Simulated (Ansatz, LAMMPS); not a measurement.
# Elastic response of glassy 55SiO2-45BaO (mol %) (107 atoms), part 2 of 4

Aim: relax glassy 55SiO2-45BaO (mol %) (107 atoms), then change its volume and shape to read moduli from the stress.

Ansatz 0.2.0; Kohn-Sham DFT, PBE, PAW (set soft_2), plane waves.

The cell: 23 Si, 19 Ba and 65 O. The quench rate of 100 K/ps is orders of magnitude faster than experiment. The starting topology of bonds comes from the classical model. Only the Γ point is sampled. Spin–orbit coupling is left out.

So far. Step 2 (Single point at the start): The r.m.s. force at the start is 1.2 eV/Å. Step 3 (Cell and atoms relaxed): The relaxation converged after 15 steps, with a largest force component of 0.028 eV/Å.

### 4. Single point at the relaxed geometry

One more single point at the end of the walk gives the fuller output and checks the residual forces.

Input file input.yaml:

```yaml
crystal:
  lattice:
    - [12.00832, 0.28319, 0.00949]
    - [0.28319, 12.0359, -0.10495]
    - [0.00949, -0.10495, 12.47367]
  atoms:
    - { symbol: Si, position: [0.62985, 0.97132, 0.57281] }
    - { symbol: Si, position: [0.74265, 0.56789, 0.30845] }
    - { symbol: Si, position: [0.29173, 0.62395, 0.87114] }
    - { symbol: Si, position: [0.33052, 0.23944, 0.9558] }
    - { symbol: Si, position: [0.30268, 0.20123, 0.34985] }
    - { symbol: Si, position: [0.14534, 0.38668, 0.43187] }
    [... 95 atom lines left out ...]
    - { symbol: O, position: [0.02893, 0.58204, 0.23153] }
    - { symbol: O, position: [0.48028, 0.30132, 0.62779] }
    - { symbol: O, position: [0.2007, 0.93954, 0.241] }
    - { symbol: O, position: [0.61591, 0.54288, 0.62438] }
    - { symbol: O, position: [0.65216, 0.20001, 0.72135] }
    - { symbol: O, position: [0.40577, 0.1374, 0.00895] }
kpoints:
  mp_grid: { grid: [1, 1, 1] }
hamiltonian:
  xc: pbe
scf:
  occupations: { method: fixed }
output:
  forces: true
  stress: true
  populations: intrinsic
  dos:
    method: { smearing: { sigma: 0.1 } }
    de: 0.1
    projected: { site_lists: { Ba: [Ba], O: [O], Si: [Si] } }
  eigenvalues: true
  write_density: true
  write_potential: true
  volumetric_format: npy
```

On the command line:

```bash
> ansatz run input.yaml --threads 4 --pin off --max-ram 8192MiB --backend cpu --events-out ev --progress --plain --runs-dir out
```

The program printed:

```text
[...]
Crystal: 107 atoms, lattice volume = 1801.697 Å³
Basis set: ecut = 420 eV, 35179 PW (Γ), exchange–correlation on 162×162×180 points (8 copies of the dense FFT grid, shifted against one another)
Bands: 443, of which v1, the nominal top of the filled ones, is band 336 counted from 1 (335 counted from 0)
Symmetry: 1 space group operations
[...]
k-points: 1
[...]
SCF iter   1: F=—  HF=-164695.617099 eV  |F-HF|=—  |Δ(HF+E_count)|=         —  Δρ=1.66e-3  dr2=5.18e-2  ethr=1.77e-3  ⟨swp⟩=5.0  Hψ=1702  notcnv=0  defer=104
[...]
SCF iter   9: F=-164695.640493 eV  HF=-164695.640493 eV  |F-HF|=3.25e-8  |Δ(HF+E_count)|=   6.58e-8  Δρ=1.31e-6  dr2=3.38e-8  ethr=1.49e-11  ⟨swp⟩=20.0  Hψ=4445  notcnv=0
SCF 1 converged in 9 iterations: F = -164695.640493 eV  dr2 = 3.38e-8
[...]
SCF converged after 9 iterations
Free energy (F): -164695.640493 eV
[...]
Internal energy: -164695.640493 eV  (E = F + TS)
E sigma→0 (E₀):  -164695.640493 eV
Fermi energy:    5.345574 eV
[...]
--- Forces (eV/Å), atoms counted from 1 ---
  atom   1  Si     0.00502930    -0.00269914     0.00797460
  atom   2  Si     0.00568634     0.00363611    -0.01054307
  atom   3  Si    -0.03009244    -0.00079864     0.01200349
  atom   4  Si     0.00514284    -0.00767392    -0.00563531
  atom   5  Si    -0.01252946    -0.00424952    -0.00950861
  atom   6  Si    -0.00802630     0.00507224    -0.01561337
  atom   7  Si     0.00207156    -0.00364196     0.01265913
  atom   8  Si     0.00311335     0.00585935     0.01156678
  atom   9  Si     0.00071663     0.00340279    -0.00621550
  atom  10  Si     0.00228650     0.00036159     0.00578970
  atom  11  Si    -0.01784520    -0.00358743    -0.00718345
  atom  12  Si    -0.01252342     0.00675937     0.00141418
  atom  13  Si    -0.00063783    -0.00150400    -0.00008258
  atom  14  Si     0.01588788    -0.00574858     0.00668585
[...]
atom 106  O     -0.00509447     0.00263864    -0.01346364
  atom 107  O      0.00273624    -0.01452791     0.00126242
  max |Σ_I F_I| component: 7.95e-5 eV/Å
--- Stress (GPa, compression-positive) ---
        0.004788      -0.003105       0.003706
       -0.003105       0.000766      -0.004694
        0.003705      -0.004694       0.007866
  P = ⅓ Tr σ = 0.0045 GPa (0.045 kbar)
--- Band table (eV) ---
[...]
--- intrinsic populations: 107 sites ---
  site symbol       q [e]
     0     Si      2.4511
     1     Si      2.4073
     2     Si      2.5148
[...]
106      O      6.9200
  spilling = 0.000000 (of n_electrons = 672.000000)
```

The job ended after 32 s (4 threads of Arm Neoverse V2, shared host; peak memory 2.5 GiB).

The run gave:

```yaml
free_energy: -164695.6405 eV
free_energy_per_atom: -1539.2116 eV/atom
scf_cycles: 9
pressure: 0.004473 GPa
r_m_s_force_component: 0.00768 eV/Å
longest_force: 0.03241 eV/Å
fermi_energy: 5.346 eV
spacing_of_highest_filled_and_lowest_empty_level: 3.503 eV
```

Intrinsic-atomic-orbital charges by element and coordination:

```csv
element,coordination,atoms,mean charge (e),spread,least,most
Ba,all,19,1.82,0.0164,1.79,1.87
Ba,5,4,1.82,0.0099,1.81,1.84
Ba,6,5,1.82,0.0115,1.80,1.83
Ba,7,8,1.82,0.0195,1.79,1.87
Ba,8,2,1.83,0.0196,1.81,1.85
O,all,65,-1.09,0.130,-1.29,-0.893
O,2,7,-0.944,0.0948,-1.18,-0.893
O,3,32,-1.06,0.120,-1.25,-0.925
O,4,26,-1.17,0.0929,-1.29,-0.939
Si,all,23,1.58,0.065,1.44,1.72
```

States in the cell by windows of 1 eV, zero at the Fermi level; the larger projections on atomic orbitals stand beside the total:

```csv
from (eV),to (eV),total,O p,Si p,O s,Ba p
-18,-17,37.1,0.8,3.9,28.6,0.6
-17,-16,37.4,0.4,5.1,30.0,0.6
-16,-15,1.5,0.0,0.2,1.2,0.0
-15,-12,0.0,0.0,0.0,0.0,0.0
-12,-11,12.9,0.5,0.1,0.1,12.1
-11,-10,100.5,4.5,0.5,1.1,93.9
-10,-9,6.1,3.5,0.3,0.3,0.8
-9,-8,10.5,6.9,0.8,0.6,0.3
-8,-7,14.3,9.9,1.6,0.8,0.2
-7,-6,19.5,14.5,3.3,0.5,0.2
-6,-5,10.4,7.7,1.4,0.6,0.1
-5,-4,46.4,35.6,4.5,3.2,0.6
-4,-3,65.6,55.3,4.4,2.3,0.8
-3,-2,68.5,61.6,2.2,1.0,0.8
-2,-1,100.9,92.8,2.2,0.5,1.5
-1,0,47.1,44.5,0.4,0.1,0.6
0,1,1.4,1.3,0.0,0.0,0.0
1,3,0.0,0.0,0.0,0.0,0.0
3,4,2.0,0.0,0.0,0.4,0.0
4,5,15.4,0.7,0.5,0.6,0.1
```

With fixed occupations the program's Fermi level is the highest filled level; weight inside the gap is the broadening of levels at its edges.

Between -26 and -18 eV lie 92 more states.

The levels nearest the highest filled one (over half full), pooled over k-points and spins:

```csv
level less the highest filled one (eV),occupation
-0.321,2
-0.244,2
-0.22,2
-0.174,2
-0.121,2
0,2
3.50,0
4.18,0
4.29,0
4.57,0
4.66,0
4.80,0
```

Valence density in the ac plane at fractional y = 0.054, with atoms of Si and Ba and O within 0.2 Å of it. It is the smooth field of the valence electrons, not physical close to the nuclei.

Values in e/Å³, 13 rows by 16 columns, each cell a mean:
```
0.2 0.1 0.0 0.0 0.0 0.0 0.1 0.1 0.3 0.8 0.3 0.0 0.1 0.5 0.4 0.3
0.3 0.1 0.1 0.1 0.0 0.0 0.1 0.1 0.3 1.4 0.5 0.2 1.9 1.8 0.3 0.3
0.0 0.2 1.7 1.9 0.2 0.5 1.0 0.9 0.2 0.1 0.1 0.2 2.0 1.7 0.2 0.0
0.0 0.1 1.0 1.1 0.2 0.7 1.0 1.1 0.3 0.0 0.0 0.0 0.1 0.1 0.1 0.1
0.1 0.4 0.6 0.3 0.1 0.1 0.3 0.3 0.5 0.4 0.1 0.3 0.6 0.3 0.2 0.2
0.2 1.1 0.9 0.9 0.1 0.0 0.0 0.2 2.2 1.8 0.3 0.5 0.9 0.4 0.3 0.3
0.3 0.6 0.9 0.5 0.2 0.1 0.0 0.0 0.2 0.3 0.1 0.1 0.1 0.3 2.6 2.7
0.1 0.0 0.1 0.4 3.3 1.8 0.1 0.0 0.2 0.2 0.1 0.0 0.0 0.1 1.3 1.4
0.0 0.0 0.0 0.2 1.5 0.9 0.1 0.3 1.1 1.1 0.5 0.0 0.0 0.0 0.0 0.0
0.1 0.0 0.0 0.1 0.1 0.0 0.0 0.2 1.0 1.1 0.5 0.1 0.2 0.2 0.1 0.1
0.9 0.1 0.0 0.0 0.0 0.0 0.0 0.0 0.1 0.2 0.1 0.1 0.3 0.3 0.2 0.8
0.3 0.1 0.0 0.0 0.0 0.0 0.0 0.1 0.3 0.2 0.1 0.0 0.2 1.2 0.7 0.3
0.0 0.0 0.0 0.0 0.0 0.1 0.2 0.3 0.4 0.3 0.1 0.0 0.6 4.1 1.7 0.1
```
Columns run along a (12.0 Å), rows up along c (12.5 Å). Atoms in or near the plane, at fractional coordinates: Si at (0.90, 0.92), Si at (0.89, 0.59), Si at (0.87, 0.17), Ba at (0.41, 0.75), Ba at (0.14, 0.56), O at (0.93, 0.46), O at (0.29, 0.39), O at (0.85, 0.04).

Electrostatic potential energy in the ac plane at fractional y = 0.054, with atoms of Si and Ba and O within 0.2 Å of it. With pseudopotentials it is smooth inside the atoms' cores, unlike the true potential.

Ten even steps from '0' (-37 eV) to '9' (11 eV), each cell a mean:
```
9999999999999999865678999999742247
8999999999999999988767999998600016
8999999999999999999647999975530037
9999999999987767899989999720167778
9999953699874212578999999842489999
9999831389851000268999999999999999
9999987899852001368999999999999999
9999889999976434689999999999988899
9886556789998888898888899888631268
8752102479999999973367888667400037
8741001378999999962267789988620158
9853112589999999998888899999886458
9987667899999999999999999999993005
9999889984369999999899999999996337
9999999950038999876567899999999999
9999999985479998631124789999999999
9999999999999998520002689999999999
9999999999999998631114789999888899
9999999999999999875567899997412589
6899999999999999998899999985000166
8999999999999999999999999986200378
9999999999999999877789999998546899
9999999999999998731268999995004899
9999999999999998620158999996214889
```
Columns run along a (12.0 Å; values clipped at the 3rd and 97th percentile), rows up along c (12.5 Å). Atoms in or near the plane, at fractional coordinates: Si at (0.90, 0.92), Si at (0.89, 0.59), Si at (0.87, 0.17), Ba at (0.41, 0.75), Ba at (0.14, 0.56), O at (0.93, 0.46), O at (0.29, 0.39), O at (0.85, 0.04).

Between filled and empty levels lie 3.50 eV (at Γ alone); a semilocal functional tends to put such gaps too low. In a disordered cell it changes from sample to sample, and tail or defect levels can set it. Mean intrinsic-atomic-orbital charges: Ba +1.82, O -1.09, Si +1.58 e.

### 5. Volume -3 %

The relaxed cell is scaled evenly and the atoms are relaxed again; the stress at the end gives one point of P(V).

input.yaml, the sections that differ from step 4:

```yaml
crystal:
  lattice:
    - [11.88702, 0.28033, 0.00939]
    - [0.28033, 11.91432, -0.10389]
    - [0.00939, -0.10389, 12.34766]
  atoms:
    [... the 107 atom lines of step 4 ...]
output:
  forces: true
  eigenvalues: true
  stress: true
relax:
  f_tol: 0.05
  max_steps: 70
# kpoints, hamiltonian, scf: as in step 4
```

The program printed:

```text
Warning: output.stress: scf.convergence.dr2_threshold = 1e-7 eV (the SCF's general default) is looser than the 1.07e-8 eV advised for a printed stress (1e-10 eV for each atom of the cell: 107). What an SCF threshold leaves in a stress goes as its square root, and in the free energy as the threshold itself, and one threshold admits the most on a small cell: [...]
[...]
Crystal: 107 atoms, lattice volume = 1747.646 Å³
Basis set: ecut = 420 eV, 34171 PW (Γ), exchange–correlation on 160×160×180 points (8 copies of the dense FFT grid, shifted against one another)
Bands: 443, of which v1, the nominal top of the filled ones, is band 336 counted from 1 (335 counted from 0)
Symmetry: 1 space group operations
[...]
k-points: 1
[...]
SCF iter   1: F=—  HF=-164695.013536 eV  |F-HF|=—  |Δ(HF+E_count)|=         —  Δρ=1.73e-3  dr2=5.40e-2  ethr=1.77e-3  ⟨swp⟩=5.0  Hψ=1704  notcnv=0  defer=104
[...]
SCF iter   5: F=—  HF=-164695.033592 eV  |F-HF|=—  |Δ(HF+E_count)|=   2.16e-4  Δρ=8.12e-5  dr2=9.60e-5  ethr=4.11e-8  ⟨swp⟩=2.0  Hψ=650  notcnv=0  defer=105
SCF iter   6: F=-164695.033596 eV  HF=-164695.033591 eV  |F-HF|=4.61e-6  |Δ(HF+E_count)|=   8.46e-7  Δρ=2.14e-5  dr2=8.39e-6  ethr=9.30e-9  ⟨swp⟩=18.0  Hψ=2984  notcnv=0
SCF 1 converged in 6 iterations: F = -164695.033596 eV  dr2 = 8.39e-6
[...]
relax step   1: F+E_penalty+E_count = -164695.03359574 eV  Δ(F+E_penalty+E_count) = +0.000e0 eV  max|allowed force component| = 6.082e-1 eV/Å  Δτ_max = 0.0000 Å  (6 SCF iters, dr2 threshold 6.25e-5 eV, accepted)
[...]
relax step   2: F+E_penalty+E_count = -164695.13563658 eV  Δ(F+E_penalty+E_count) = -1.020e-1 eV  max|allowed force component| = 4.690e-1 eV/Å  Δτ_max = 0.1034 Å  (7 SCF iters, dr2 threshold 2.31e-5 eV, accepted)
[...]
relax step   3: F+E_penalty+E_count = -164695.33703020 eV  Δ(F+E_penalty+E_count) = -2.014e-1 eV  max|allowed force component| = 1.742e-1 eV/Å  Δτ_max = 0.0820 Å  (6 SCF iters, dr2 threshold 1.37e-5 eV, accepted)
relax step   4: F+E_penalty+E_count = -164695.36712330 eV  Δ(F+E_penalty+E_count) = -3.009e-2 eV  max|allowed force component| = 1.250e-1 eV/Å  Δτ_max = 0.0166 Å  (6 SCF iters, dr2 threshold 4.19e-6 eV, accepted)
relax step   5: F+E_penalty+E_count = -164695.28845641 eV  Δ(F+E_penalty+E_count) = +7.867e-2 eV  max|allowed force component| = 2.500e-1 eV/Å  Δτ_max = 0.2000 Å  (10 SCF iters, rejected (line search))
relax step   6: F+E_penalty+E_count = -164695.39058383 eV  Δ(F+E_penalty+E_count) = -2.346e-2 eV  max|allowed force component| = 9.067e-2 eV/Å  Δτ_max = 0.0496 Å  (10 SCF iters, accepted)
relax step   7: F+E_penalty+E_count = -164695.39712324 eV  Δ(F+E_penalty+E_count) = -6.539e-3 eV  max|allowed force component| = 5.469e-2 eV/Å  Δτ_max = 0.0427 Å  (6 SCF iters, dr2 threshold 4.23e-6 eV, accepted)
relax step   8: F+E_penalty+E_count = -164695.39325227 eV  Δ(F+E_penalty+E_count) = +3.871e-3 eV  max|allowed force component| = 6.273e-2 eV/Å  Δτ_max = 0.1500 Å  (9 SCF iters, rejected (line search))
[...]
relax step   9: F+E_penalty+E_count = -164695.39924372 eV  Δ(F+E_penalty+E_count) = -2.120e-3 eV  max|allowed force component| = 3.299e-2 eV/Å  Δτ_max = 0.0548 Å  (9 SCF iters, accepted)
SCF converged after 9 iterations
Free energy (F): -164695.399244 eV
[...]
Internal energy: -164695.399244 eV  (E = F + TS)
E sigma→0 (E₀):  -164695.399244 eV
Fermi energy:    5.652779 eV
[...]
Σ components = -164695.399244   (vs F -164695.399244, Δ=0.00e0)
--- Forces (eV/Å), atoms counted from 1 ---
  atom   1  Si    -0.00024017     0.00022099     0.00770224
  atom   2  Si    -0.01054030    -0.00680099     0.00690692
  atom   3  Si    -0.00705331    -0.00081549    -0.00790591
  atom   4  Si    -0.00212996    -0.00095414     0.00116088
[...]
atom 107  O      0.00297729     0.00173464     0.00298957
  max |Σ_I F_I| component: 1.83e-5 eV/Å
--- Stress (GPa, compression-positive) ---
        1.650022      -0.146238       0.076959
       -0.146238       1.539224       0.099566
        0.076959       0.099566       1.344519
  P = ⅓ Tr σ = 1.5113 GPa (15.113 kbar)
--- Band table (eV) ---
[...]
--- Relaxed structure (9 steps of the walk, 7 accepted, 0 SCFs on fresh bases) ---
  F+E_penalty+E_count = -164695.39924372 eV   max|allowed force component| = 3.299e-2 eV/Å
  atoms:
    - { symbol: Si, position: [0.628887, 0.970907, 0.573821] }
    - { symbol: Si, position: [0.743994, 0.566992, 0.306866] }
    - { symbol: Si, position: [0.288117, 0.623843, 0.868444] }
    - { symbol: Si, position: [0.330582, 0.236938, 0.957208] }
[...]
- { symbol: O, position: [0.405871, 0.135317, 0.013300] }
```

The job ended after 3.2 min (4 threads; peak memory 2.4 GiB).

The program notes that the SCF threshold is loose for the stress.

The relaxation converged after 9 steps, 0.366 eV below its start, with a largest force component of 0.033 eV/Å.

Volume -3 %: the energy stands 0.241 eV above that of the reference, at a pressure of 1.51 GPa.

### 6. Volume +3 %

The relaxed cell is scaled to another volume.

input.yaml, the sections that differ from step 5:

```yaml
crystal:
  lattice:
    - [12.12722, 0.28599, 0.00958]
    - [0.28599, 12.15508, -0.10599]
    - [0.00958, -0.10599, 12.59718]
  atoms:
    [... the 107 atom lines of step 4 ...]
# kpoints, hamiltonian, scf, output, relax: as in step 5
```

The program printed:

```text
[...]
Crystal: 107 atoms, lattice volume = 1855.748 Å³
Basis set: ecut = 420 eV, 36287 PW (Γ), exchange–correlation on 180×180×180 points (8 copies of the dense FFT grid, shifted against one another)
Bands: 443, of which v1, the nominal top of the filled ones, is band 336 counted from 1 (335 counted from 0)
Symmetry: 1 space group operations
[...]
k-points: 1
[...]
SCF iter   1: F=—  HF=-164695.072207 eV  |F-HF|=—  |Δ(HF+E_count)|=         —  Δρ=1.62e-3  dr2=5.12e-2  ethr=1.77e-3  ⟨swp⟩=5.0  Hψ=1696  notcnv=0  defer=104
[...]
SCF iter   5: F=—  HF=-164695.096159 eV  |F-HF|=—  |Δ(HF+E_count)|=   2.41e-4  Δρ=8.13e-5  dr2=1.06e-4  ethr=4.46e-8  ⟨swp⟩=2.0  Hψ=649  notcnv=0  defer=105
SCF iter   6: F=-164695.096167 eV  HF=-164695.096162 eV  |F-HF|=5.12e-6  |Δ(HF+E_count)|=   2.84e-6  Δρ=2.34e-5  dr2=1.06e-5  ethr=9.30e-9  ⟨swp⟩=16.0  Hψ=3250  notcnv=0
SCF 1 converged in 6 iterations: F = -164695.096167 eV  dr2 = 1.06e-5
[...]
relax step   1: F+E_penalty+E_count = -164695.09616723 eV  Δ(F+E_penalty+E_count) = +0.000e0 eV  max|allowed force component| = 5.595e-1 eV/Å  Δτ_max = 0.0000 Å  (6 SCF iters, dr2 threshold 6.25e-5 eV, accepted)
[...]
relax step   2: F+E_penalty+E_count = -164695.14585040 eV  Δ(F+E_penalty+E_count) = -4.968e-2 eV  max|allowed force component| = 5.684e-1 eV/Å  Δτ_max = 0.1145 Å  (7 SCF iters, dr2 threshold 1.96e-5 eV, accepted)
[...]
relax step   3: F+E_penalty+E_count = -164695.37100922 eV  Δ(F+E_penalty+E_count) = -2.252e-1 eV  max|allowed force component| = 1.836e-1 eV/Å  Δτ_max = 0.0837 Å  (6 SCF iters, dr2 threshold 2.02e-5 eV, accepted)
relax step   4: F+E_penalty+E_count = -164695.29130942 eV  Δ(F+E_penalty+E_count) = +7.970e-2 eV  max|allowed force component| = 6.959e-1 eV/Å  Δτ_max = 0.2000 Å  (8 SCF iters, dr2 threshold 3.52e-6 eV, rejected (line search))
relax step   5: F+E_penalty+E_count = -164695.41776475 eV  Δ(F+E_penalty+E_count) = -4.676e-2 eV  max|allowed force component| = 4.507e-1 eV/Å  Δτ_max = 0.1000 Å  (10 SCF iters, accepted)
relax step   6: F+E_penalty+E_count = -164695.43012684 eV  Δ(F+E_penalty+E_count) = -1.236e-2 eV  max|allowed force component| = 9.526e-2 eV/Å  Δτ_max = 0.1000 Å  (7 SCF iters, dr2 threshold 2.12e-5 eV, accepted)
relax step   7: F+E_penalty+E_count = -164695.42737020 eV  Δ(F+E_penalty+E_count) = +2.757e-3 eV  max|allowed force component| = 6.108e-2 eV/Å  Δτ_max = 0.1500 Å  (9 SCF iters, rejected (line search))
[...]
relax step   8: F+E_penalty+E_count = -164695.44212549 eV  Δ(F+E_penalty+E_count) = -1.200e-2 eV  max|allowed force component| = 3.929e-2 eV/Å  Δτ_max = 0.0530 Å  (9 SCF iters, accepted)
SCF converged after 9 iterations
Free energy (F): -164695.442125 eV
[...]
Internal energy: -164695.442125 eV  (E = F + TS)
E sigma→0 (E₀):  -164695.442125 eV
Fermi energy:    5.060350 eV
[...]
Σ components = -164695.442125   (vs F -164695.442125, Δ=0.00e0)
--- Forces (eV/Å), atoms counted from 1 ---
  atom   1  Si    -0.00372304    -0.01875269     0.01505959
  atom   2  Si    -0.00257735     0.00742003     0.00626523
  atom   3  Si     0.03472458     0.00202736     0.00141664
  atom   4  Si     0.00466631    -0.00729794    -0.00519226
[...]
atom 107  O      0.00560138    -0.00335577    -0.00252574
  max |Σ_I F_I| component: 8.77e-5 eV/Å
--- Stress (GPa, compression-positive) ---
       -1.211777       0.093460      -0.089331
        0.093461      -1.249170      -0.109800
       -0.089331      -0.109800      -1.027333
  P = ⅓ Tr σ = -1.1628 GPa (-11.628 kbar)
--- Band table (eV) ---
[...]
--- Relaxed structure (8 steps of the walk, 6 accepted, 0 SCFs on fresh bases) ---
  F+E_penalty+E_count = -164695.44212549 eV   max|allowed force component| = 3.929e-2 eV/Å
  atoms:
    - { symbol: Si, position: [0.631432, 0.971053, 0.572294] }
    - { symbol: Si, position: [0.740680, 0.569049, 0.309944] }
    - { symbol: Si, position: [0.296493, 0.623807, 0.875358] }
    - { symbol: Si, position: [0.329721, 0.242807, 0.953924] }
[...]
- { symbol: O, position: [0.406118, 0.141080, 0.00364858] }
```

Elapsed: 3.2 min, on 4 threads; peak memory 2.6 GiB.

The relaxation converged after 8 steps, 0.346 eV below its start, with a largest force component of 0.039 eV/Å.

Volume +3 %: the energy stands 0.198 eV above that of the reference, at a pressure of -1.16 GPa.

(Continued in part 3 of 4.)

[Long decimals in the printed logs are rounded to 6 places.]

[Logs are printed without paths, hosts, clocks, repeated set-up lines and the standing remarks that a program may print on its own settings, such as how far it seeks lower states.]

[Hosts, paths, dates, database ids (printed as entryN), source tags and the programs' standing remarks are cut or masked in the printed files.]
